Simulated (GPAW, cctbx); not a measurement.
# What do these deviations say about the bonding?

ZrFeAu, I4/mmm (no. 139), a = 3.9874 Å, b = 3.9874 Å, c = 13.4291 Å, α = 90.00°, β = 90.00°, γ = 90.00°.

| atom | mult. | x | y | z |
| --- | --- | --- | --- | --- |
| Au1 | 4 | 0 | 0 | 0.1318 |
| Zr1 | 4 | 0 | 0 | 0.3430 |
| Fe1 | 4 | 0 | 1/2 | 0 |

The start was made by putting kin elements into a known structure type; the compound need not exist, or be stable, in this form.

Absolute values of the static structure factors of the conventional cell from DFT (PBE, GPAW) against free spherical atoms, in electrons:

```
hkl  d (Å)  free atoms  crystal
002  6.715       13.25    13.76
101  3.822      120.41   119.87
004  3.357      287.90   286.69
103  2.977       91.86    91.78
110  2.820      322.85   321.26
112  2.600      153.67   153.91
006  2.238      255.77   255.21
105  2.228      167.81   167.07
114  2.159      413.36   412.12
200  1.994      441.78   440.65
```

**Question.** Which way does charge move, and which reflections show it best?

Project each element's phase sum on the total phase. At low angle |F| should rise if density moves to atoms that scatter in phase and fall if it moves to atoms that scatter against it.

| hkl | Au in phase | Zr in phase | Fe in phase | change (e) | (%) |
| --- | --- | --- | --- | --- | --- |
| 002 | -0.3 | -1.6 | +4.0 | +0.51 | +3.8 |
| 101 | +2.7 | -2.2 | 0.0 | -0.54 | -0.5 |
| 004 | +3.9 | +2.8 | -4.0 | -1.21 | -0.4 |
| 103 | +3.2 | -3.9 | 0.0 | -0.08 | -0.1 |
| 110 | +4.0 | +4.0 | -4.0 | -1.58 | -0.5 |
| 112 | +0.3 | +1.6 | +4.0 | +0.24 | +0.2 |
| 006 | +1.0 | +3.7 | +4.0 | -0.56 | -0.2 |
| 105 | +2.2 | +0.9 | 0.0 | -0.74 | -0.4 |

Low-angle reflections that set elements apart and change by more than 0.05 e: 002, 101, 004, 103, 110, 112, 006 and 105. The real-space density gives Voronoi charges Au +0.08, Zr +0.15, Fe -0.23 e. The signs that these charges predict hold for 002, 004, 110, 112 and 105 and fail for 101, 103 and 006, so the simple rule can't give the direction here. The reflections see the density near the nuclei and the atoms' change of size and shape; Voronoi cells count what crosses the midplanes.

[Outputs are excerpts: Python notices, other lines and further rows are left out; steps that failed or that the build refused (PBEsol, TPSS) are not shown.]

[Logs are printed without paths, hosts, clocks, repeated set-up lines and the standing remarks that a program may print on its own settings, such as how far it seeks lower states.]
